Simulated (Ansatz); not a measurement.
# Phonon transport in CaO (Lime, Fm-3m), part 2 of 3

Aim: the lattice thermal conductivity of CaO (Lime) against temperature, and which phonons carry it.

Experimental results on record:
- thermal conductivity 27 W/m/K near room temperature (given in “Combining the AFLOW GIBBS and Elastic Libraries to efficiently and robustly screen thermo-mechanical properties of solids”, 2017, arXiv:1611.05714)
- thermal conductivity 27 W/m/K near room temperature (given in “Predicting the lattice thermal conductivity of solids by solving the Boltzmann transport equation: AFLOW - AAPL an automated, accurate and efficient framework”, 2017, arXiv:1611.05481)

Ansatz 0.2.0; DFT LDA, scalar-relativistic, plane waves, PAW; PAW set soft_1.

So far. Step 2 (A first coarse run): The start is under -7.4 GPa at this level and looks like an insulator or semiconductor on this mesh. Step 4 (Tight relaxation): The residual pressure is -0.0036 GPa, small enough for phonons. The relaxed cell has a = 4.707 Å (conventional setting).

### Step 6. Third-order constants on small settings

A small supercell and a short cutoff cost little, and show how far such settings carry.

input.yaml reads:

```yaml
crystal:
  lattice:
    - [0.0, 2.3536804878, 2.3536804878]
    - [2.3536804878, 0.0, 2.3536804878]
    - [2.3536804878, 2.3536804878, 0.0]
  atoms:
    - { symbol: Ca, position: [0.0, 0.0, 0.0] }
    - { symbol: O, position: [0.5, 0.5, 0.5] }
kpoints:
  mp_grid: { grid: [8, 8, 8] }
hamiltonian:
  xc: lda
  pseudopotentials: { kind: paw, azcp: { folder: soft_1 }, xc_functional: pbe }
scf:
  occupations: { method: fixed }
  lower_state_search: "off"
output:
  eigenvalues: true
phonons:
  method: fd
  dielectric: true
  qmesh: [4, 4, 4]
  temperatures: { t_max: 1000, t_step: 50 }
  qpath:
    path:
      - [[0.0, 0.0, 0.0], [0.5, 0.0, 0.5], [0.5, 0.25, 0.75], [0.375, 0.375, 0.75], [0.0, 0.0, 0.0], [0.5, 0.5, 0.5], [0.625, 0.25, 0.625], [0.5, 0.25, 0.75], [0.5, 0.5, 0.5], [0.375, 0.375, 0.75]]
      - [[0.625, 0.25, 0.625], [0.5, 0.0, 0.5]]
    npoints: 10
  third_order: { supercell: [2, 2, 2], pair_cutoff: 2.504 }
  lattice_thermal_conductivity:
    qmesh: [13, 13, 13]
    temperatures: [50.0, 100.0, 150.0, 200.0, 300.0, 400.0, 500.0, 600.0, 800.0, 1000.0]
    isotope_mass_variance:
      - { species: Ca, variance: 0.0002976 }
      - { species: O, variance: 3.359e-05 }
```

Command:

```bash
ansatz run input.yaml --threads 18 --pin off --max-ram 92160MiB --backend cuda --events-out ev --progress --plain --runs-dir out
```

Numbers of over 12 decimals in the logs are rounded to 6 here.

The log of the run:

```text
Warning: phonons.dielectric: true without phonons.rigid_motions: the static dielectric tensor ε⁰ will be withheld (ε∞, Z* and the rows of modes are given); for a crystal or a slab, whose only rigid motions are the translations, set phonons.rigid_motions: translations
Warning: phonons.third_order: as it is cut ahead of every solve, the batch solves 33 displaced supercells where 26 would do. It runs under 12 of the 384 operations that the crystal's space group holds on the batch's supercell: the batch's rule counts something of the run as laid on the whole of a grid (at basis.xc_grid: 1 a core's charge, or its kinetic-energy density under a functional that reads it; or a nonlocal correlation kernel at every level), which only an operation that permutes or reverses the grid's axes can carry. The force constants lose no accuracy. For the smaller batch, where no nonlocal correlation is read, try basis.xc_grid above 1; [rest of the remark cut]
[...]
Crystal: 8 atoms, lattice volume = 104.312 Å³
Basis set: ecut = 420 eV, 2053 PW (Γ), FFT grids on a1, a2, −a1+2a2+a3
Bands: 40, of which v1, the nominal top of the filled ones, is band 32 counted from 1 (31 counted from 0)
Symmetry: 16 space group operations
k-points: 42 of 128
[...]
SCF iter   1: F=—  HF=-9326.592315 eV  |F-HF|=—  |Δ(HF+E_count)|=         —  Δρ=1.99e-7  dr2=3.31e-11  ethr=1.00e-12  ⟨swp⟩=3.0  Hψ=4536  notcnv=0
[...]
SCF iter   2: F=-9326.592315 eV  HF=-9326.592315 eV  |F-HF|=3.64e-12  |Δ(HF+E_count)|=  5.46e-12  Δρ=7.94e-8  dr2=3.81e-12  ethr=1.00e-12  ⟨swp⟩=4.0  Hψ=4308  notcnv=0
SCF 1 converged in 2 iterations: F = -9326.592315 eV  dr2 = 3.81e-12
[...]
Crystal: 2 atoms, lattice volume = 26.078 Å³
[...]
SCF 2 converged in 3 iterations: F = -2331.648079 eV  dr2 = 5.89e-12
[...]
SCF 53 converged in 8 iterations: F = -18653.176734 eV  dr2 = 3.37e-10
[...]
SCF 54 converged in 8 iterations: F = -18653.177369 eV  dr2 = 3.39e-10
SCF converged after 2 iterations
[...]
symmetry images taken by strict's conditions (phonons.symmetry_images: auto; settled by no image being taken that strict refuses)
  supercell 4 (4 cells, vectors [0, 1, -2], [-1, 1, 1], [0, 0, 4] in multiples of the cell's): 2 displaced members by 0.0025 Å; free energy -9326.592314 eV; taken off its force constants: by the sum rule 1.6e-4, by the symmetrisation 9.2e-5 eV/Å²; Γ matrix within 7.7e-5 eV/Å² of supercell 1's
[...]
q = [0.0000, 0.0000, 0.0000] (star 1, supercell 1; hermiticity 4.40e-17, symmetrization 2.26e-6): -0.00 0.00 0.00 290.67 290.67 290.67
[...]
joined force constants: q→R imaginary residual 1.53e-18
  density of states and harmonic sums: on the 24×24×24 q-mesh, interpolated from the force constants of a 4×4×4 supercell (with the dipole–dipole term)
  largest difference from the sums on the solved wave vectors: F 8.83e-3 eV, S 1.29e-5 and C_V 3.97e-6 eV/K
  zero-point energy: 0.111918 eV/cell   skipped modes (ω ≤ 0): 3   left out of the sums: 3.62e-5 of the cell's modes: C_V's classical limit lies that fraction below 3 k_B per atom; for a crystal, a wire or a layer, F and S can be off by more, and a phonons.interpolated_qmesh denser along its periods is the remedy for the sampling
--- Third-order force constants: 33 member SCFs in a 2×2×2 supercell (pair cutoff 2.504 Å, amplitude 0.03 Å, SCF threshold 1.00e-9 eV, Σ member SCF iterations 269) ---
[...]
38 force-constant blocks with the first atom in the home cell, fitted with 6 parameters over 4 symmetry orbits; no atom triplet left out
  sum-rule residual: 1.177e0 → 1.776e-15 eV/Å³; symmetrization residual: 1.381e-2 eV/Å³; largest sum-rule correction relative to its orbit: 4.644e-2, on the orbit of the block of home site 0 with site 1 of cell (-1, -1, 0) and site 0 of cell (0, 0, 0), whose norm before the correction was 1.558e1 eV/Å³
--- Lattice thermal conductivity: 13×13×13 mesh (84 irreducible points), tetrahedron method ---
  three-phonon and isotope scattering only; four-phonon, boundary and, in a metal, phonon-electron scattering are left out
  each conductivity is what the modes' populations carry and what the coherences between them add
  conductivity (a third of the tensor's trace), W/(m K), in the relaxation-time approximation and from the full solution:
       T (K)   relaxation time   full solution  iterations             ending  least Ritz value
       50.00         1481.5439       1503.2038           6          converged          7.399e-1
      100.00          915.8707        918.9436           6          converged          6.973e-1
      150.00          573.3336        574.8000           7          converged          6.655e-1
      200.00          408.1499        409.1048           7          converged          6.498e-1
      300.00          261.4901        262.0638           7          converged          6.360e-1
      400.00          194.5815        195.0028           7          converged          6.300e-1
      500.00          155.7946        156.1327           7          converged          6.266e-1
      600.00          130.2570        130.5416           7          converged          6.245e-1
      800.00           98.4448         98.6633           8          converged          6.196e-1
     1000.00           79.2959         79.4741           8          converged          6.180e-1
```

Elapsed: 19 s, on 1 × NVIDIA GB200 with 18 threads of Arm Neoverse V2, shared host; peak memory 1.4 GiB.

Numbers from this step:

| Property | Result |
| --- | --- |
| Γ frequencies | 0, 0, 0, 290.7, 290.7, 290.7 cm⁻¹ (negative: imaginary) |
| lowest frequency on the path | 0 cm⁻¹ |
| zero-point energy | 0.1119 eV/cell |
| point group | m-3m |
| highest frequency | 569.5 cm⁻¹ |
| Debye temperature from the second moment | 587 K |
| κ at 300 K (relaxation time) | 261.5 W/m/K |
| κ at 300 K (full solution) | 262.1 W/m/K |
| dipole term | run |
| mean free path at half of κ | 41200 nm |
| share of κ above the three lowest branches | 0.014 |
| third-order blocks | 38 |
| periodic aliases dropped | 0 |
| largest relative sum-rule correction | 0.04644 |
| displaced cells, third order | 33 |

W/m/K. Kappa, by row:

```
T (K)  RTA xx  RTA yy  RTA zz  full xx  full yy  full zz  coherence part xx  coherence part yy  coherence part zz     ending  iterations  least Ritz value
   50    1482    1482    1482     1503     1503     1503            0.02691            0.02691            0.02691  converged           6              0.74
  100   915.9   915.9   915.9    918.9    918.9    918.9              0.146              0.146              0.146  converged           6             0.697
  150   573.3   573.3   573.3    574.8    574.8    574.8             0.1918             0.1918             0.1918  converged           7             0.665
  200   408.1   408.1   408.1    409.1    409.1    409.1             0.2034             0.2034             0.2034  converged           7              0.65
  300   261.5   261.5   261.5    262.1    262.1    262.1             0.2111             0.2111             0.2111  converged           7             0.636
  400   194.6   194.6   194.6      195      195      195             0.2192             0.2192             0.2192  converged           7              0.63
  500   155.8   155.8   155.8    156.1    156.1    156.1             0.2286             0.2286             0.2286  converged           7             0.627
  600   130.3   130.3   130.3    130.5    130.5    130.5             0.2386             0.2386             0.2386  converged           7             0.625
  800   98.44   98.44   98.44    98.66    98.66    98.66             0.2585             0.2585             0.2585  converged           8              0.62
 1000    79.3    79.3    79.3    79.47    79.47    79.47             0.2771             0.2771             0.2771  converged           8             0.618
```

This rung gives 262 W/(m K) at 300 K by relaxation time, but with 16 atoms, 1 neighbour distance inside the cutoff and a 13×13×13 mesh it is a test, not the conductivity of the crystal.

[end of part 2 of 3]

[Logs are printed without paths, hosts, clocks, repeated set-up lines and the standing remarks that a program may print on its own settings, such as how far it seeks lower states.]

[Hosts, paths, dates, database ids (printed as entryN), source tags and the programs' standing remarks are cut or masked in the printed files.]

[A step with changed settings may run another functional than the one named; its input shows which.]
